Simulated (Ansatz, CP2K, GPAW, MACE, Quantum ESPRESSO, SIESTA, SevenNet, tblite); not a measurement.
**Running random rock-salt alloy of NbC and TiC (64 atoms) with SIESTA**

Aim: run random rock-salt alloy of NbC and TiC (64 atoms) in SIESTA and see how near its forces come to a plane-wave reference, and at what cost.

Main program and level: SIESTA 5.4.2; the method is named at each step.

**1. The starting structure**

The cell holds 64 atoms: 20 Ti, 32 C and 12 Nb. Cell: a = 8.762 Å, b = 8.762 Å, c = 8.762 Å, α = 90.0°, β = 90.0°, γ = 90.0°. It derives from NbC (rock-salt), repeated 2×2×2. Rock-salt NbC, 2 x 2 x 2 conventional cells, 20 of 32 Nb sites given to Ti at random (x = 0.625), lattice by Vegard's rule (a = 4.381 Å); not relaxed, displaced by a Gaussian of 0.02 Å. Then every atom was moved at random, 0.02 Å r.m.s. a Cartesian component.

The yardstick, on the same geometry:

| Property | Result |
| --- | --- |
| method | Kohn-Sham DFT, PBE, SSSP efficiency 1.3.0 pseudopotentials, plane waves (Quantum ESPRESSO 7.5); sssp-pbe-1.3.0-efficiency, cutoffs 45/360 Ry, Γ point |
| r.m.s. force component | 0.5196 eV/Å |
| longest force | 2.174 eV/Å |
| pressure | 2.944 GPa |
| time | 3.8 min on 2 MPI ranks of Arm Neoverse V1, shared host |
| CPU time | 7.6 min |

**2. PBE, DZP, shift 0.01 Ry, mesh 500 Ry**

Method: Kohn-Sham DFT, PBE, PseudoDojo 0.4.1 norm-conserving pseudopotentials (converted to PSML), numerical atomic orbitals (DZP), diagonalisation.

The .psml files are PseudoDojo norm-conserving potentials that we converted to this format, checked against plane waves on the same files for H, C, O, Si, Ge and Ca alone.

Contents of input.fdf:

```
SystemLabel cell
NumberOfAtoms 64
NumberOfSpecies 3
%block ChemicalSpeciesLabel
  1 22 Ti
  2 6 C
  3 41 Nb
%endblock ChemicalSpeciesLabel
LatticeConstant 1.0 Ang
%block LatticeVectors
  8.76240 0.00000 0.00000
  0.00000 8.76240 0.00000
  0.00000 0.00000 8.76240
%endblock LatticeVectors
PAO.BasisSize DZP
PAO.EnergyShift 0.01 Ry
XC.Functional GGA
XC.Authors PBE
MeshCutoff 500 Ry
%block kgrid_Monkhorst_Pack
  1 0 0 0.0
  0 1 0 0.0
  0 0 1 0.0
%endblock kgrid_Monkhorst_Pack
SolutionMethod diagon
OccupationFunction FD
ElectronicTemperature 580 K
SCF.Mixer.Method Pulay
SCF.Mixer.Weight 0.05
SCF.Mixer.History 8
SCF.Mix Hamiltonian
MaxSCFIterations 300
SCF.DM.Tolerance 1e-04
SCF.H.Tolerance 1.0e-3 eV
WriteForces T
Write.HirshfeldPop T
Write.VoronoiPop T
Write.DM F
Write.H F
XML.Write F
AtomicCoordinatesFormat Fractional
%block AtomicCoordinatesAndAtomicSpecies
  0.00160 0.00252 0.00218 1
  0.25329 0.00012 0.00156 2
  0.99677 0.24866 0.25305 3
  0.25189 0.25325 0.24903 2
  0.25004 0.00196 0.24885 1
  0.99798 0.00572 0.24824 2
  0.24299 0.25425 0.99947 1
  0.00211 0.25113 0.99974 2
  0.99815 0.00079 0.49828 1
  0.25399 0.00541 0.49587 2
  0.00015 0.25545 0.75274 1
  0.25148 0.25488 0.75225 2
  0.25512 0.99832 0.74771 1
  0.99686 0.00548 0.74953 2
  0.25361 0.25202 0.49761 3
  0.99844 0.24405 0.50242 2
  0.00217 0.50223 0.99971 3
  0.24962 0.49836 0.99525 2
  0.99372 0.74957 0.25023 3
  0.24956 0.74559 0.25077 2
  0.25571 0.50485 0.24561 1
  0.99659 0.50675 0.25581 2
  0.24801 0.74800 0.99844 3
  0.99930 0.74902 0.99856 2
  0.00442 0.49713 0.50103 3
  0.24651 0.50055 0.49684 2
  0.00227 0.75411 0.75352 1
  0.25169 0.74882 0.74849 2
  0.24709 0.50207 0.74985 1
  0.00889 0.49942 0.74084 2
  0.24905 0.75431 0.50143 3
  0.99597 0.75446 0.49796 2
  0.49961 0.99679 0.99931 1
  0.75244 0.99625 0.99861 2
  0.50052 0.24442 0.24918 1
  0.74724 0.25373 0.24925 2
  0.74644 0.99677 0.24851 3
  0.50080 0.00528 0.24919 2
  0.75151 0.25060 0.99777 3
  0.49640 0.24500 0.00413 2
  0.49834 0.00324 0.49935 1
  0.74730 0.00183 0.50134 2
  0.50037 0.25013 0.74938 3
  0.74743 0.25491 0.74938 2
  0.75192 0.00266 0.74718 3
  0.49875 0.99584 0.75345 2
  0.74764 0.24569 0.50281 1
  0.49819 0.25372 0.49839 2
  0.50508 0.50113 0.00015 1
  0.74888 0.49976 0.99699 2
  0.50089 0.75177 0.24745 1
  0.74915 0.75191 0.25271 2
  0.75559 0.49970 0.25136 1
  0.50565 0.49599 0.24941 2
  0.75200 0.74665 0.00280 1
  0.49967 0.74905 0.00021 2
[... 4 atom lines left out ...]
  0.75146 0.50084 0.74807 1
  0.49562 0.50103 0.74898 2
  0.74638 0.75558 0.50132 1
  0.49891 0.74977 0.50364 2
%endblock AtomicCoordinatesAndAtomicSpecies
```

On the command line:

```
OMP_NUM_THREADS=1 mpirun -np 2 siesta < input.fdf > output.txt
```

The program printed:

```text
Version         : 5.4.2
reinit: System Name:
reinit: System Label: cell
initatom: Reading input for the pseudopotentials and atomic orbitals ----------
Species number:   1 Atomic number:   22 Label: Ti
Species number:   2 Atomic number:    6 Label: C
Species number:   3 Atomic number:   41 Label: Nb
Ground state valence configuration (from tables):   4s02  4p00  3d02  4f00
Ground state valence configuration (from tables):   2s02  2p02  3d00  4f00
Ground state valence configuration (from tables):   5s01  5p00  4d04  4f00
---- Processing specs for species: Ti
GGA--PBE XC_GGA_X_PBE--XC_GGA_C_PBE pb
Semicore shell(s) with  8 electrons included in the valence for Ti
---- Processing specs for species: C
GGA--PBE XC_GGA_X_PBE--XC_GGA_C_PBE pb
---- Processing specs for species: Nb
GGA--PBE XC_GGA_X_PBE--XC_GGA_C_PBE pb
Semicore shell(s) with  8 electrons included in the valence for Nb
Semicore shell(s): 3s 3p
Fallback to non-perturbative polarization scheme for Ti
Please see the manual if this is not desired in principle
Semicore shell(s): 4s 4p
Fallback to non-perturbative polarization scheme for Nb
Please see the manual if this is not desired in principle
Ti pseudopotential only contains V_ls up to l=2 -- lmxkb reset.
C pseudopotential only contains V_ls up to l=1 -- lmxkb reset.
Nb pseudopotential only contains V_ls up to l=2 -- lmxkb reset.
Using PAO.SplitTailNorm
%block ChemicalSpeciesLabel
    1   22 Ti                      # Species index, atomic number, species label
    2    6 C                       # Species index, atomic number, species label
    3   41 Nb                      # Species index, atomic number, species label
%endblock ChemicalSpeciesLabel
%block PAO.Basis                 # Define Basis set
Ti                    5                    # Species label, number of l-shells
 n=3   0   1                         # n, l, Nzeta
   2.839
   1.000
 n=4   0   2                         # n, l, Nzeta
   7.610      5.692
   1.000      1.000
 n=3   1   1                         # n, l, Nzeta
   3.183
[...]
5.233      3.462
[...]
C                     2                    # Species label, number of l-shells
[...]
n=2   1   2 P   1                   # n, l, Nzeta, Polarization, NzetaPol
[...]
Nb                    5                    # Species label, number of l-shells
[...]
n=5   1   1                         # n, l, Nzeta
   7.969
   1.000
 n=4   2   2                         # n, l, Nzeta
   6.142      4.248
   1.000      1.000
%endblock PAO.Basis
coor:   Atomic-coordinates input format  =     Fractional
siesta: System type = bulk
initatomlists: Number of atoms, orbitals, and projectors:     64  1024   832
siesta: ******************** Simulation parameters ****************************
Total number of electrons:   524.000000
Total ionic charge:   524.000000
 Kpoints in:            1 . Kpoints trimmed:            1
siesta: k-grid: Number of k-points = 1
siesta: k-points from Monkhorst-Pack grid
siesta: k-cutoff (effective) =     4.381 Ang
siesta: k-point supercell and displacements
siesta: k-grid:     1     0     0      0.000
siesta: k-grid:     0     1     0      0.000
siesta: k-grid:     0     0     1      0.000
                     ====================================
                        Single-point calculation
                     ====================================
outcell: Unit cell vectors (Ang):
        8.762400    0.000000    0.000000
        0.000000    8.762400    0.000000
        0.000000    0.000000    8.762400
outcell: Cell vector modules (Ang)   :    8.762400    8.762400    8.762400
outcell: Cell angles (23,13,12) (deg):     90.0000     90.0000     90.0000
outcell: Cell volume (Ang**3)        :    672.7740
Gamma-point calculation with interaction between periodic images
Gamma-point calculation with interaction between periodic images
Some features might not work optimally:
Some features might not work optimally:
e.g. DM initialization from atomic data
e.g. DM initialization from atomic data
new_DM -- step:     1
Initializing Density Matrix...
Attempting to read DM from file... Failed...
DM filled with atomic data:
InitMesh: MESH = 120 x 120 x 120 = 1728000
InitMesh: Mesh cutoff (required, used) =   500.000   518.344 Ry
stepf: Fermi-Dirac step function
        iscf     Eharris(eV)        E_KS(eV)     FreeEng(eV)     dDmax    Ef(eV) dHmax(eV)
   scf:    1   -56585.210757   -57571.519032   -57571.888781  1.653395 -5.653926 19.477143
   scf:    2   -57814.593569   -57699.500501   -57699.746255  0.233560 -5.710813 15.494983
   scf:    3   -57977.421473   -57877.897269   -57877.899385  0.326450 -5.346375  7.314990
[...]
scf:   21   -57900.117898   -57900.117888   -57900.365011  0.000079 -5.706565  0.001070
   scf:   22   -57900.117896   -57900.117892   -57900.365011  0.000037 -5.706610  0.000722
SCF Convergence by DM+H criterion
max |DM_out - DM_in|         :     0.0000372273
max |H_out - H_in|      (eV) :     0.0007221775
SCF cycle converged after 22 iterations
Using DM_out to compute the final energy and forces
siesta: E_KS(eV) =           -57900.1179
siesta: E_KS - E_eggbox =    -57900.1179
siesta: Atomic forces (eV/Ang):
     1    0.579351   -0.144433   -0.752859
     2   -0.530733    0.329537   -0.139078
     3    0.084625    0.167898   -0.113837
[...]
63   -0.136336   -0.433060    0.545953
    64    0.431497    0.388007   -0.521017
----------------------------------------
   Tot   -0.004007   -0.007517    0.041818
----------------------------------------
   Max    1.545016
   Res    0.547072    sqrt( Sum f_i^2 / 3N )
----------------------------------------
   Max    1.545016    constrained
Stress tensor Voigt[x,y,z,yz,xz,xy] (kbar):      -38.91      -39.81      -32.13        0.47       -6.19        2.10
(Free)E + p*V (eV/cell)   -57884.8493
Target enthalpy (eV/cell)   -57900.3650
siesta: Program's energy decomposition (eV):
siesta: Ebs     =    -14094.159178
siesta: Eions   =     91508.397071
siesta: Ena     =     18874.528363
siesta: Ekin    =     22068.676600
siesta: Enl     =      2760.232747
siesta: DEna    =       739.708431
siesta: DUscf   =        46.909703
siesta: Ex      =    -10078.703021
siesta: Ec      =      -803.073644
siesta: Exc     =    -10881.776664
siesta: Eharris =    -57900.117896
siesta: Etot    =    -57900.117892
siesta: FreeEng =    -57900.365011
siesta: Final energy (eV):
siesta:  Band Struct. =  -14094.159178
siesta:       Kinetic =   22068.676600
siesta:       Hartree =    8567.337325
siesta:         Exch. =  -10078.703021
siesta:         Corr. =    -803.073644
siesta:   Exch.-corr. =  -10881.776664
siesta:  Ion-electron =  -42718.538264
siesta:       Ion-ion =  -34935.816888
siesta:         Total =  -57900.117892
siesta:         Fermi =      -5.706610
siesta: Stress tensor (static) (eV/Ang**3):
siesta:    -0.024286    0.001313   -0.003862
siesta:     0.001313   -0.024846    0.000293
siesta:    -0.003862    0.000293   -0.020055
siesta: Cell volume =        672.774038 Ang**3
siesta: Pressure (static):
siesta:                Solid            Molecule  Units
siesta:           0.00025118         -0.00009332  Ry/Bohr**3
siesta:           0.02306226         -0.00856824  eV/Ang**3
siesta:          36.94981446        -13.72782951  kBar
    Orbital volume contribution        =          47.332961 eV
    (Free)E + p_basis*V_orbitals       =      -57853.032051 eV
    (Free)Eharris+ p_basis*V_orbitals  =      -57853.032055 eV
Hirshfeld Atomic Populations:
Atom #   charge [q] valence [e]  Species
     1     0.180852   11.819148  Ti
     2    -0.292119    4.292119  C
     3     0.517896   12.482104  Nb
     4    -0.312563    4.312563  C
     5     0.191105   11.808895  Ti
     6    -0.341276    4.341276  C
     7     0.219590   11.780410  Ti
[...]
15     0.530885   12.469115  Nb
[...]
17     0.531033   12.468967  Nb
[...]
--------------------
 Total    -0.000077
Voronoi Atomic Populations:
Atom #   charge [q] valence [e]  Species
[...]
45     0.788220   12.211780  Nb
[...]
57     0.775956   12.224044  Nb
[...]
61     0.335855   11.664145  Ti
    62    -0.473594    4.473594  C
    63     0.333550   11.666450  Ti
    64    -0.474174    4.474174  C
--------------------
 Total    -0.000077
```

Elapsed: 6.5 min, on 2 MPI ranks of Arm Neoverse V1, shared host; peak memory 2 GiB.

Banners, paths, timers and routine set-up lines are dropped from the logs unmarked, and long logs keep their key lines alone; longer cuts are marked.

Numbers from this run, and their distance from the reference:

- r.m.s. force component: 0.5471 eV/Å
- r.m.s. difference of force components: 102.2 meV/Å
- longest difference of force vectors: 401.2 meV/Å
- force difference over r.m.s. force: 19.66 %
- slope of forces against the reference's: 1.035
- correlation of force components: 0.983
- pressure: 3.695 GPa
- pressure difference: 0.751 GPa

Length of the force difference by element (eV/Å):

```csv
element,atoms,mean,most
C,32,0.18,0.40
Nb,12,0.15,0.30
Ti,20,0.13,0.21
```

Local excerpt of 9 atoms (numbers count through the whole input) about Nb25, picked at random; x, y, z are measured from there.

```csv
atom,x,y,z,distance (Å),bonds,Hirshfeld charge (e),Fx,Fy,Fz (eV/Å)
Nb25,0.00,0.00,0.00,0.00,6,0.54,-1.00,0.54,0.00
C30,0.04,0.02,2.10,2.10,6,-0.32,-1.50,0.57,1.55
C26,2.12,0.03,-0.04,2.12,6,-0.35,0.72,0.10,0.13
C22,-0.07,0.08,-2.15,2.15,6,-0.36,0.47,-0.94,-1.04
C16,-0.05,-2.22,0.01,2.22,6,-0.33,-0.29,0.27,0.22
C58,-2.24,0.03,0.03,2.24,6,-0.31,0.29,-0.01,-0.45
C32,-0.07,2.25,-0.03,2.26,6,-0.33,-0.15,-0.15,0.72
Ti29,2.13,0.04,2.18,3.05,6,0.17,1.11,-0.20,-0.10
Ti11,-0.04,-2.12,2.21,3.06,6,0.19,-0.01,-1.17,-0.30
```

Forces lie 20 % from the reference's, at 1.7 times its CPU time.

**3. PBE, SZP, shift 0.01 Ry, mesh 500 Ry**

Method: Kohn-Sham DFT, PBE, PseudoDojo 0.4.1 norm-conserving pseudopotentials (converted to PSML), numerical atomic orbitals (SZP), diagonalisation.

input.fdf, as its differences from that of step 2:

```diff
@@ -14,3 +14,3 @@
 %endblock LatticeVectors
-PAO.BasisSize DZP
+PAO.BasisSize SZP
 PAO.EnergyShift 0.01 Ry
```

The program printed:

```text
Version         : 5.4.2
reinit: System Name:
reinit: System Label: cell
initatom: Reading input for the pseudopotentials and atomic orbitals ----------
Species number:   1 Atomic number:   22 Label: Ti
Species number:   2 Atomic number:    6 Label: C
Species number:   3 Atomic number:   41 Label: Nb
Ground state valence configuration (from tables):   4s02  4p00  3d02  4f00
Ground state valence configuration (from tables):   2s02  2p02  3d00  4f00
Ground state valence configuration (from tables):   5s01  5p00  4d04  4f00
---- Processing specs for species: Ti
GGA--PBE XC_GGA_X_PBE--XC_GGA_C_PBE pb
Semicore shell(s) with  8 electrons included in the valence for Ti
---- Processing specs for species: C
GGA--PBE XC_GGA_X_PBE--XC_GGA_C_PBE pb
---- Processing specs for species: Nb
[... lines left out ...]
Total number of electrons:   524.000000
[... lines left out ...]
stepf: Fermi-Dirac step function
        iscf     Eharris(eV)        E_KS(eV)     FreeEng(eV)     dDmax    Ef(eV) dHmax(eV)
[... lines left out ...]
SCF Convergence by DM+H criterion
[... lines left out ...]
SCF cycle converged after 21 iterations
[... lines left out ...]
   Max    1.632857
[... lines left out ...]
   Max    1.632857    constrained
Stress tensor Voigt[x,y,z,yz,xz,xy] (kbar):      -36.71      -37.15      -29.03        0.64       -6.30        2.37
[... lines left out ...]
siesta: Etot    =    -57893.523265
siesta: FreeEng =    -57893.800355
siesta: Final energy (eV):
siesta:  Band Struct. =  -14121.392323
siesta:       Kinetic =   22027.999139
siesta:       Hartree =    8532.539862
siesta:         Exch. =  -10068.317379
siesta:         Corr. =    -803.180788
siesta:   Exch.-corr. =  -10871.498167
siesta:  Ion-electron =  -42646.747211
siesta:       Ion-ion =  -34935.816888
siesta:         Total =  -57893.523265
siesta:         Fermi =      -5.730385
siesta: Stress tensor (static) (eV/Ang**3):
siesta:    -0.022915    0.001480   -0.003930
siesta:     0.001480   -0.023188    0.000401
siesta:    -0.003930    0.000401   -0.018119
siesta: Cell volume =        672.774038 Ang**3
siesta: Pressure (static):
siesta:                Solid            Molecule  Units
siesta:           0.00023315         -0.00011519  Ry/Bohr**3
siesta:           0.02140721         -0.01057669  eV/Ang**3
siesta:          34.29813347        -16.94572410  kBar
    Orbital volume contribution        =          39.164287 eV
    (Free)E + p_basis*V_orbitals       =      -57854.636068 eV
    (Free)Eharris+ p_basis*V_orbitals  =      -57854.636090 eV
Hirshfeld Atomic Populations:
Atom #   charge [q] valence [e]  Species
     1     0.176228   11.823772  Ti
     2    -0.288594    4.288594  C
     3     0.515658   12.484342  Nb
     4    -0.308962    4.308962  C
     5     0.186432   11.813568  Ti
     6    -0.336699    4.336699  C
     7     0.214645   11.785355  Ti
[...]
15     0.528582   12.471418  Nb
[...]
17     0.528316   12.471684  Nb
[...]
--------------------
 Total    -0.000049
Voronoi Atomic Populations:
Atom #   charge [q] valence [e]  Species
[...]
45     0.786255   12.213745  Nb
[...]
57     0.774836   12.225164  Nb
[...]
61     0.331767   11.668233  Ti
    62    -0.470333    4.470333  C
    63     0.329889   11.670111  Ti
    64    -0.472504    4.472504  C
--------------------
 Total    -0.000049
```

The job ended after 4.7 min (2 MPI ranks; peak memory 1.8 GiB; 9.3 min of CPU time).

Numbers from this run, and their distance from the reference:

| Quantity | Value |
| --- | --- |
| r.m.s. force component | 0.5727 eV/Å |
| r.m.s. difference of force components | 140.8 meV/Å |
| longest difference of force vectors | 578.8 meV/Å |
| force difference over r.m.s. force | 27.09 % |
| slope of forces against the reference's | 1.071 |
| correlation of force components | 0.9714 |
| pressure | 3.43 GPa |
| pressure difference | 0.4858 GPa |

This is a coarse setting, run to see what it loses.

Against the first run (20 %), the force difference from the reference is 27 %, at 0.72 times the CPU time, with 704 basis functions against 1024: the smaller basis costs accuracy.

(Part 1 of 2 ends here.)

[Also dropped from logs without a mark: logging warnings of Python, and SIESTA's first energy breakdown and zero terms.]

[Logs are printed without paths, hosts, clocks, repeated set-up lines and the standing remarks that a program may print on its own settings, such as how far it seeks lower states.]

[Hosts, paths, dates, database ids (printed as entryN), source tags and the programs' standing remarks are cut or masked in the printed files.]
